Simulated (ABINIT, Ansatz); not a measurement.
# Li3SI (Pm-3m): third-order response

Which lines does Li3SI (Pm-3m) show in Raman and infrared spectra?

Main program and level: ABINIT 10.8.3; DFT LDA, scalar-relativistic, plane waves, PseudoDojo norm-conserving pseudopotentials.

The structure was built from a prototype and need not be the compound's stable phase.

## 1. Starting point

The structure is cubic, space group Pm-3m (No. 221). The conventional cell has a = 4.610 Å, b = 4.610 Å, c = 4.610 Å, α = 90.00°, β = 90.00°, γ = 90.00°. Nearest to I lie 12 Li at 3.26 Å. Nearest to S lie 6 Li at 2.31 Å. Nearest to Li lie 2 S at 2.31 Å and 4 I at 3.26 Å and 8 Li at 3.26 Å. Farther neighbours and most contacts between anions are not listed.

## 2. Relaxing the cell and atoms

The harmonic expansion needs vanishing forces, and a free crystal bears no stress, so cell and atoms are brought to rest. Stress is more sensitive to the basis than forces are: the last 3 Ha under the cutoff are smoothed with ecutsm, and the cutoff is raised above that of the later runs.

The starting cell comes from a relaxation made beforehand in Ansatz (LDA, PseudoDojo NC).

The input, relax.abi:

```
# relaxation
ionmov 2
optcell 2
dilatmx 1.08
ntime 40
tolmxf 1.0d-05
tolvrs 1.0d-14
prtwf 0
prtden 0
chksymtnons 0

# basis, mesh and filling
ecut 41.0
ecutsm 3.0
ngkpt 4 4 4
nshiftk 1
shiftk 0.0 0.0 0.0
istwfk *1
occopt 1
nband 11
nstep 100
diemac 9.0
prtebands 0
prtgsr 0

# cell and atoms
acell 8.712271995 8.712271995 8.712271995
rprim 
    1.0 0.0 0.0
    0.0 1.0 0.0
    0.0 0.0 1.0
ntypat 3
znucl 53 16 3
natom 5
typat 1 2 3 3 3
xred 
    0.0 0.0 0.0
    0.5 0.5 0.5
    0.5 0.5 0.0
    0.5 0.0 0.5
    0.0 0.5 0.5
pp_dirpath "./pseudo"
pseudos "I.upf, S.upf, Li.upf"
```

Command:

```
$ OMP_NUM_THREADS=1 mpirun -n 4 abinit relax.abi > relax.log
```

Numbers of over 12 decimals in the logs are rounded to 6 here.

relax.abo, the main output file:

```text
[banners, grids, parts of the stress and lines that vanish by symmetry left out]
- input  file    -> relax.abi
- output file    -> relax.abo
- root for input  files -> relaxi
[...]
Symmetries : space group Pm -3 m (#221); Bravais cP (primitive cubic)
[...]
mpw =       10488          nfft =      216000          nkpt =          10
[...]
== DATASET  1 ==================================================================
[...]
cutoff_energies: {ecut:  41.0, pawecutdg:  -1.0, }
[...]
ETOT  1  -45.545939226940    -4.555E+01 1.052E-01 1.348E+03
 ETOT  2  -45.644583080365    -9.864E-02 8.298E-06 1.124E+02
 ETOT  3  -45.654610119708    -1.003E-02 1.236E-04 1.015E+01
 ETOT  4  -45.655038423963    -4.283E-04 1.628E-05 3.853E-02
 ETOT  5  -45.655039807081    -1.383E-06 2.886E-08 2.458E-03
[...]
At SCF step   12       vres2   =  2.66E-16 < tolvrs=  1.00E-14 =>converged.
[...]
sigma(1 1)= -1.73811358E-07  sigma(3 2)=  0.00000000E+00
  sigma(2 2)= -1.73811358E-07  sigma(3 1)=  0.00000000E+00
  sigma(3 3)= -1.73811358E-07  sigma(2 1)=  0.00000000E+00
[...]
convergence: {deltae: -1.712E-12, res2:  2.655E-16, residm:  2.125E-20, diffor: null, }
etotal    :  -4.56550399E+01
[...]
ETOT  1  -45.655039861471    -4.566E+01 7.096E-14 1.621E-05
[...]
At SCF step    7       vres2   =  9.49E-15 < tolvrs=  1.00E-14 =>converged.
[...]
sigma(1 1)= -1.56731427E-07  sigma(3 2)=  0.00000000E+00
  sigma(2 2)= -1.56731427E-07  sigma(3 1)=  0.00000000E+00
  sigma(3 3)= -1.56731427E-07  sigma(2 1)=  0.00000000E+00
[...]
convergence: {deltae: -9.948E-14, res2:  9.494E-15, residm:  4.261E-19, diffor: null, }
etotal    :  -4.56550399E+01
[...]
ETOT  1  -45.655039814745    -4.566E+01 2.281E-12 1.365E-03
[...]
ETOT  8  -45.655039869598     1.194E-12 6.252E-19 1.519E-14
 ETOT  9  -45.655039869598    -5.258E-13 3.873E-21 1.145E-16
 At SCF step    9       vres2   =  1.15E-16 < tolvrs=  1.00E-14 =>converged.
[...]
sigma(1 1)= -5.38548906E-11  sigma(3 2)=  0.00000000E+00
  sigma(2 2)= -5.38548906E-11  sigma(3 1)=  0.00000000E+00
  sigma(3 3)= -5.38548910E-11  sigma(2 1)=  0.00000000E+00
[...]
convergence: {deltae: -5.258E-13, res2:  1.145E-16, residm:  3.873E-21, diffor: null, }
etotal    :  -4.56550399E+01
[...]
At Broyd/MD step   3, gradients are converged :
[...]
sigma(1 1)= -5.38548906E-11  sigma(3 2)=  0.00000000E+00
  sigma(2 2)= -5.38548906E-11  sigma(3 1)=  0.00000000E+00
  sigma(3 3)= -5.38548910E-11  sigma(2 1)=  0.00000000E+00
[...]
- sigma(1 1)= -1.58446558E-06  sigma(3 2)=  0.00000000E+00
- sigma(2 2)= -1.58446558E-06  sigma(3 1)=  0.00000000E+00
- sigma(3 3)= -1.58446560E-06  sigma(2 1)=  0.00000000E+00
[...]
fcart     -0.0000000000E+00 -0.0000000000E+00 -0.0000000000E+00
           strten     -5.3854890599E-11 -5.3854890599E-11 -5.3854891033E-11
================================================================================

[key lines of the parts left out:]
pressure_GPa:   1.5845E-06
Total energy (etotal) [Ha]= -4.56550398695983E+01
```

The job ended after 41 s (4 MPI ranks of Arm Neoverse V1, shared host; 2.7 min of CPU time).

Little changed from the start: no atom moved by 0.005 Å and no cell edge by 0.1 %.

This step gave:

| Quantity | Value |
| --- | --- |
| volume per atom | 19.60 Å³ |
| pressure | 1.58e-6 GPa |

## 3. Self-consistent run for the response

First-order wavefunctions inherit every error of the ground state, hence the very tight tolvrs. The mesh is shifted off Γ, since shifted meshes converge sums over the zone faster.

The input, gs.abi:

```
# ground state
tolvrs 1.0d-16
prtden 1
prtwf 1

# basis, mesh and filling
ecut 33.0
ngkpt 4 4 4
nshiftk 1
shiftk 0.5 0.5 0.5
istwfk *1
occopt 1
nband 11
nstep 100
diemac 9.0
prtebands 0
prtgsr 0

# cell and atoms
acell 8.71273436 8.71273436 8.71273436
rprim 
    1.0 0.0 0.0
    0.0 1.0 0.0
    0.0 0.0 1.0
ntypat 3
znucl 53 16 3
natom 5
typat 1 2 3 3 3
xred 
    0.0 0.0 0.0
    0.5 0.5 0.5
    0.5 0.5 0.0
    0.5 0.0 0.5
    0.0 0.5 0.5
pp_dirpath "./pseudo"
pseudos "I.upf, S.upf, Li.upf"
```

Command:

```
$ OMP_NUM_THREADS=1 mpirun -n 4 abinit gs.abi > gs.log
```

gs.abo, the main output file:

```text
[banners, grids, parts of the stress and lines that vanish by symmetry left out]
- input  file    -> gs.abi
- output file    -> gs.abo
- root for input  files -> gsi
[...]
Symmetries : space group Pm -3 m (#221); Bravais cP (primitive cubic)
[...]
mpw =        5998          nfft =      110592          nkpt =           4
[...]
== DATASET  1 ==================================================================
[...]
cutoff_energies: {ecut:  33.0, pawecutdg:  -1.0, }
[...]
ETOT  1  -45.514632890083    -4.551E+01 5.588E-02 6.603E+02
 ETOT  2  -45.647408054217    -1.328E-01 3.270E-05 4.095E+01
 ETOT  3  -45.654368831631    -6.961E-03 9.563E-05 5.399E+00
 ETOT  4  -45.654836955717    -4.681E-04 1.658E-05 3.423E-02
 ETOT  5  -45.654841193829    -4.238E-06 2.112E-08 2.466E-03
[...]
ETOT 12  -45.654841446117    -9.308E-13 9.622E-20 2.228E-16
 ETOT 13  -45.654841446117    -4.619E-13 2.239E-22 4.307E-17
 At SCF step   13       vres2   =  4.31E-17 < tolvrs=  1.00E-16 =>converged.
[...]
sigma(1 1)=  7.34679849E-06  sigma(3 2)=  0.00000000E+00
  sigma(2 2)=  7.34679849E-06  sigma(3 1)=  0.00000000E+00
  sigma(3 3)=  7.34679849E-06  sigma(2 1)=  0.00000000E+00
[...]
convergence: {deltae: -4.619E-13, res2:  4.307E-17, residm:  2.239E-22, diffor: null, }
etotal    :  -4.56548414E+01
[...]
sigma(1 1)=  7.34679849E-06  sigma(3 2)=  0.00000000E+00
  sigma(2 2)=  7.34679849E-06  sigma(3 1)=  0.00000000E+00
  sigma(3 3)=  7.34679849E-06  sigma(2 1)=  0.00000000E+00
[...]
- sigma(1 1)=  2.16150274E-01  sigma(3 2)=  0.00000000E+00
- sigma(2 2)=  2.16150274E-01  sigma(3 1)=  0.00000000E+00
- sigma(3 3)=  2.16150274E-01  sigma(2 1)=  0.00000000E+00
[...]
fcart     -0.0000000000E+00 -0.0000000000E+00 -0.0000000000E+00
           strten      7.3467984925E-06  7.3467984925E-06  7.3467984925E-06
================================================================================

[key lines of the parts left out:]
pressure_GPa:  -2.1615E-01
```

Wall time 5.5 s (4 MPI ranks); 22 s of CPU time.

Numbers from this step:

```yaml
pressure: -0.2162 GPa
```

The cell stands at -0.22 GPa: the relaxation ran with a smoothed and higher cutoff and on another k mesh.

## 4. The gap at rest

Empty bands on the ground state's density check that the gap assumed so far is there in this cell.

The input, gap.abi:

```
# empty bands on the ground state's density
iscf -2
getden_filepath "gso_DEN"
tolwfr 1.0d-12
nbdbuf 2
prtwf 0

# basis, mesh and filling
ecut 33.0
ngkpt 4 4 4
nshiftk 1
shiftk 0.0 0.0 0.0
istwfk *1
occopt 1
nband 15
nstep 100
diemac 9.0
prtebands 0
prtgsr 0

# cell and atoms
acell 8.71273436 8.71273436 8.71273436
rprim 
    1.0 0.0 0.0
    0.0 1.0 0.0
    0.0 0.0 1.0
ntypat 3
znucl 53 16 3
natom 5
typat 1 2 3 3 3
xred 
    0.0 0.0 0.0
    0.5 0.5 0.5
    0.5 0.5 0.0
    0.5 0.0 0.5
    0.0 0.5 0.5
pp_dirpath "./pseudo"
pseudos "I.upf, S.upf, Li.upf"
```

Command:

```
$ OMP_NUM_THREADS=1 mpirun -n 4 abinit gap.abi > gap.log
```

gap.abo, the main output file:

```text
[banners, grids, parts of the stress and lines that vanish by symmetry left out]
- input  file    -> gap.abi
- output file    -> gap.abo
- root for input  files -> gapi
[...]
Symmetries : space group Pm -3 m (#221); Bravais cP (primitive cubic)
[...]
mpw =        6031          nfft =      110592          nkpt =          10
[...]
== DATASET  1 ==================================================================
[...]
cutoff_energies: {ecut:  33.0, pawecutdg:  -1.0, }
[...]
-outvars: echo values of variables after computation
            acell      8.7127343600E+00  8.7127343600E+00  8.7127343600E+00 Bohr
================================================================================
```

Wall time 8.2 s (4 MPI ranks); 32 s of CPU time.

Read from the output:

```
gap on the k-mesh : 3.227 eV
```

In this cell the gap on the mesh is 3.2 eV, direct, so fixed occupations hold.

## 5. Linear response at Γ

The derivative of the wavefunctions by k comes first, since the response to a field is built on it; then the field and the displacements that symmetry doesn't supply are solved at q = 0. By the 2n+1 theorem the first-order wavefunctions also give third derivatives: Raman tensors and the non-linear susceptibility.

It reads the wavefunctions written in step 3.

The input, dfpt_gamma.abi:

```
ndtset 3

# common to the responses
getwfk_filepath "gso_WFK"
kptopt 2
nqpt 1
qpt 0.0 0.0 0.0
asr 0
chneut 0

# d/dk
rfelfd1 2
rfdir1 1 1 1
iscf1 -3
tolwfr1 1.0d-20

# displacements, field
rfphon2 1
rfatpol2 1 5
rfdir2 1 1 1
rfelfd2 3
getddk2 1
tolvrs2 1.0d-10
prepanl2 1
prtden2 1

# third order
optdriver3 5
getden_filepath3 "gso_DEN"
get1den3 2
get1wf3 2
getddk3 1
d3e_pert1_elfd3 1
d3e_pert1_phon3 1
d3e_pert1_atpol3 1 5
d3e_pert1_dir3 1 1 1
d3e_pert2_elfd3 1
d3e_pert2_dir3 1 1 1
d3e_pert3_elfd3 1
d3e_pert3_dir3 1 1 1
usepead3 1
tolvrs3 1.0d-10

# basis, mesh and filling
ecut 33.0
ngkpt 4 4 4
nshiftk 1
shiftk 0.5 0.5 0.5
istwfk *1
occopt 1
nband 11
nstep 100
diemac 9.0
prtebands 0
prtgsr 0

# cell and atoms
acell 8.71273436 8.71273436 8.71273436
rprim 
    1.0 0.0 0.0
    0.0 1.0 0.0
    0.0 0.0 1.0
ntypat 3
znucl 53 16 3
natom 5
typat 1 2 3 3 3
xred 
    0.0 0.0 0.0
    0.5 0.5 0.5
    0.5 0.5 0.0
    0.5 0.0 0.5
    0.0 0.5 0.5
pp_dirpath "./pseudo"
pseudos "I.upf, S.upf, Li.upf"
```

Command:

```
$ OMP_NUM_THREADS=1 mpirun -n 4 abinit dfpt_gamma.abi > dfpt_gamma.log
```

dfpt_gamma.abo, the main output file:

```text
[banners, grids, parts of the stress and lines that vanish by symmetry left out]
- input  file    -> dfpt_gamma.abi
- output file    -> dfpt_gamma.abo
- root for input  files -> dfpt_gammai
[...]
DATASET    1 : space group Pm -3 m (#221); Bravais cP (primitive cubic)
[...]
nfft =      110592          nkpt =          32
[...]
DATASET    2 : space group Pm -3 m (#221); Bravais cP (primitive cubic)
[...]
nfft =      110592          nkpt =          32
[...]
DATASET    3 : space group Pm -3 m (#221); Bravais cP (primitive cubic)
[...]
mpw =        5998          nfft =      110592          nkpt =          32
[...]
== DATASET  1 ==================================================================
[...]
cutoff_energies: {ecut:  33.0, pawecutdg:  -1.0, }
[...]
-  3.00000   3.00000  180309                  znucl, zion, pspdat
[...]
Perturbation : derivative vs k along direction   1
[...]
-ETOT  1  -12.124439704256     -1.212E+01 3.477E-02 0.000E+00
 ETOT  2  -12.147058899320     -2.262E-02 3.798E-04 0.000E+00
 ETOT  3  -12.147196802265     -1.379E-04 3.386E-06 0.000E+00
 ETOT  4  -12.147197907374     -1.105E-06 4.219E-08 0.000E+00
 ETOT  5  -12.147197917654     -1.028E-08 4.594E-10 0.000E+00
[...]
At SCF step   11   max residual=  9.64E-21 < tolwfr=  1.00E-20 =>converged.
[...]
Perturbation : derivative vs k along direction   2
[...]
-ETOT  1  -12.123841685772     -1.212E+01 3.477E-02 0.000E+00
[...]
At SCF step   11   max residual=  9.64E-21 < tolwfr=  1.00E-20 =>converged.
[...]
Perturbation : derivative vs k along direction   3
[...]
-ETOT  1  -12.124438869735     -1.212E+01 3.477E-02 0.000E+00
[...]
At SCF step   11   max residual=  9.64E-21 < tolwfr=  1.00E-20 =>converged.
[...]
1        1       1.2605994563    0.0000000000
     1        2       0.0000000000    0.0000000000
     1        3       0.0000000000    0.0000000000
     2        1       0.0000000000    0.0000000000
     2        2       1.2605994562    0.0000000000
     2        3       0.0000000000    0.0000000000
     3        1       0.0000000000    0.0000000000
     3        2       0.0000000000    0.0000000000
     3        3       1.2605994562   -0.0000000000
[...]
== DATASET  2 ==================================================================
[...]
cutoff_energies: {ecut:  33.0, pawecutdg:  -1.0, }
[...]
Perturbation : displacement of atom   1   along direction   1
[...]
-ETOT  1   1.001178     -3.477E+02 1.002E+00 7.532E+02
[...]
At SCF step    9       vres2   =  4.93E-11 < tolvrs=  1.00E-10 =>converged.
[...]
Perturbation : displacement of atom   2   along direction   1
[...]
-ETOT  1   7.420300     -5.567E+02 2.096E+00 8.881E+03
[...]
At SCF step    9       vres2   =  5.51E-11 < tolvrs=  1.00E-10 =>converged.
[...]
Perturbation : displacement of atom   3   along direction   1
[...]
-ETOT  1  0.741358     -2.597E+03 2.486E+01 1.059E+03
[...]
At SCF step   10       vres2   =  9.80E-12 < tolvrs=  1.00E-10 =>converged.
[...]
Perturbation : displacement of atom   3   along direction   3
[...]
-ETOT  1   6.015785     -2.579E+03 2.330E+01 3.674E+03
[...]
At SCF step   10       vres2   =  5.12E-12 < tolvrs=  1.00E-10 =>converged.
[...]
Perturbation : homogeneous electric field along direction   1
[...]
-ETOT  1  -82.798866137966     -8.280E+01 4.467E-01 3.621E+04
[...]
At SCF step   10       vres2   =  3.71E-12 < tolvrs=  1.00E-10 =>converged.
[...]
Perturbation : homogeneous electric field along direction   2
[...]
-ETOT  1  -82.772378132291     -8.277E+01 4.467E-01 3.624E+04
[...]
At SCF step   10       vres2   =  3.78E-12 < tolvrs=  1.00E-10 =>converged.
[...]
Perturbation : homogeneous electric field along direction   3
[...]
-ETOT  1  -82.798833692691     -8.280E+01 4.467E-01 3.621E+04
[...]
ETOT  9  -94.552412817200     -1.614E-11 2.557E-14 1.805E-10
 ETOT 10  -94.552412817201     -1.094E-12 2.006E-16 3.828E-12
 At SCF step   10       vres2   =  3.83E-12 < tolvrs=  1.00E-10 =>converged.
[...]
Dielectric tensor, in cartesian coordinates,
[...]
1    7   1    7         4.4543653579        -0.0000000000
   1    7   2    7        -0.0000000000        -0.0000000000
   1    7   3    7        -0.0000000000        -0.0000000000
   2    7   1    7        -0.0000000000        -0.0000000000
   2    7   2    7         4.4543653579        -0.0000000000
   2    7   3    7        -0.0000000000        -0.0000000000
   3    7   1    7        -0.0000000000        -0.0000000000
   3    7   2    7        -0.0000000000        -0.0000000000
   3    7   3    7         4.4543653579        -0.0000000000
  Effective charges, in cartesian coordinates,
[...]
1    1   1    7        -1.4719256350         0.0000000000
   2    1   1    7         0.0000000000         0.0000000000
   3    1   1    7         0.0000000000         0.0000000000
   1    2   1    7        -2.0653770334         0.0000000000
   2    2   1    7         0.0000000000         0.0000000000
[...]
Effective charges, in cartesian coordinates,
[...]
2    7   1    5         0.0000000000         0.0000000000
   3    7   1    5         0.0000000000         0.0000000000
   1    7   2    5         0.0000000000         0.0000000000
   2    7   2    5         1.1893984234         0.0000000000
   3    7   2    5         0.0000000000         0.0000000000
   1    7   3    5         0.0000000000         0.0000000000
   2    7   3    5         0.0000000000         0.0000000000
   3    7   3    5         1.1893984234         0.0000000000
  Phonon wavevector (reduced coordinates) :  0.00000  0.00000  0.00000
 Phonon energies in Hartree :
[...]
Phonon frequencies in cm-1    :
- -4.471355E+01 -4.471355E+01 -4.471355E+01 -3.581667E+01 -3.581667E+01
- -3.581667E+01  1.297954E-01  1.297962E-01  1.297987E-01  1.366199E+02
-  1.366199E+02  1.366199E+02  5.245234E+02  5.245234E+02  5.245234E+02
  Phonon at Gamma, with non-analyticity in the
[...]
Phonon energies in Hartree :
[...]
Phonon frequencies in cm-1    :
- -4.471355E+01 -4.471355E+01 -4.471355E+01 -3.581667E+01 -3.581667E+01
-  4.999108E-02  1.297954E-01  1.297962E-01  1.123732E+02  1.366199E+02
-  1.366199E+02  2.295244E+02  5.245234E+02  5.245234E+02  5.593532E+02
  Phonon at Gamma, with non-analyticity in the
[...]
Phonon energies in Hartree :
[...]
Phonon frequencies in cm-1    :
- -4.471355E+01 -4.471355E+01 -4.471355E+01 -3.581667E+01 -3.581667E+01
-  4.998453E-02  1.297954E-01  1.297987E-01  1.123732E+02  1.366199E+02
-  1.366199E+02  2.295244E+02  5.245234E+02  5.245234E+02  5.593532E+02
  Phonon at Gamma, with non-analyticity in the
[...]
Phonon energies in Hartree :
[...]
Phonon frequencies in cm-1    :
- -4.471355E+01 -4.471355E+01 -4.471355E+01 -3.581667E+01 -3.581667E+01
-  4.998231E-02  1.297962E-01  1.297987E-01  1.123732E+02  1.366199E+02
-  1.366199E+02  2.295244E+02  5.245234E+02  5.245234E+02  5.593532E+02
[...]
== DATASET  3 ==================================================================
[...]
cutoff_energies: {ecut:  33.0, pawecutdg:  -1.0, }
[...]
1          1       -0.000000000       -0.000000000       -0.000000000
[...]
1          2       -0.000000000       -0.000000000       -0.000000000
[...]
1          3       -0.000000000       -0.000000000       -0.000000000
[...]
2          1       -0.000000000       -0.000000000       -0.000000000
[...]
2          2       -0.000000000       -0.000000000       -0.000000000
[...]
2          3       -0.000000000       -0.000000000       -0.000000000
[...]
3          1       -0.000000000       -0.000000000       -0.000000000
[...]
3          2       -0.000000000       -0.000000000       -0.000000000
[...]
3          3       -0.000000000       -0.000000000       -0.000000000
[...]
4          1       -0.000000000       -0.000000000       -0.000000000
[...]
4          2       -0.000000000       -0.000000000       -0.000000000
[...]
4          3       -0.000000000       -0.000000000       -0.000000000
[...]
5          1       -0.000000000       -0.000000000       -0.000000000
[...]
5          2       -0.000000000       -0.000000000       -0.000000000
[...]
5          3       -0.000000000       -0.000000000       -0.000000000
[...]
strten2     0.0000000000E+00  0.0000000000E+00  0.0000000000E+00
           strten3     0.0000000000E+00  0.0000000000E+00  0.0000000000E+00
================================================================================
```

It took 2.8 min on 4 MPI ranks.

Read from the output:

```
miss of the charge sum rule                                       : 0.02683 e
largest acoustic frequency at the zone centre before the sum rule : 0.13 cm⁻¹
highest optical zone-centre mode (no LO-TO term)                  : 524.5 cm⁻¹
lowest optical zone-centre mode                                   : -44.71 cm⁻¹
mean high-frequency dielectric constant                           : 4.454
largest Born charge in size (third of the trace)                  : 2.065 e
```

Born charge (rows field, columns displacement), before the sum rule (e), principal values of the symmetric part by kind of site:

```csv
atom,atoms with these values,low,middle,high,mean
I1,1,-1.47,-1.47,-1.47,-1.47
S2,1,-2.07,-2.07,-2.07,-2.07
Li3,3,1.19,1.19,1.19,1.19
```

In full for I1:

```
-1.47  0.00  0.00
 0.00 -1.47  0.00
 0.00  0.00 -1.47
```

High-frequency dielectric tensor:

```
4.45 0.00 0.00
0.00 4.45 0.00
0.00 0.00 4.45
```

The acoustic modes at Γ come out as far as 0.1 cm⁻¹ from zero, where they should vanish, a small numerical error; the Born charges miss their sum rule by 0.027 e, which is fair. The lowest optical mode is imaginary, 45i cm⁻¹, an instability at this level and on this k mesh.

[end of part 1 of 3]

[Host names and launcher messages were left out of these logs when they were recorded.]

[Logs are printed without paths, hosts, clocks, repeated set-up lines and the standing remarks that a program may print on its own settings, such as how far it seeks lower states.]

[Hosts, paths, dates, database ids (printed as entryN), source tags and the programs' standing remarks are cut or masked in the printed files.]
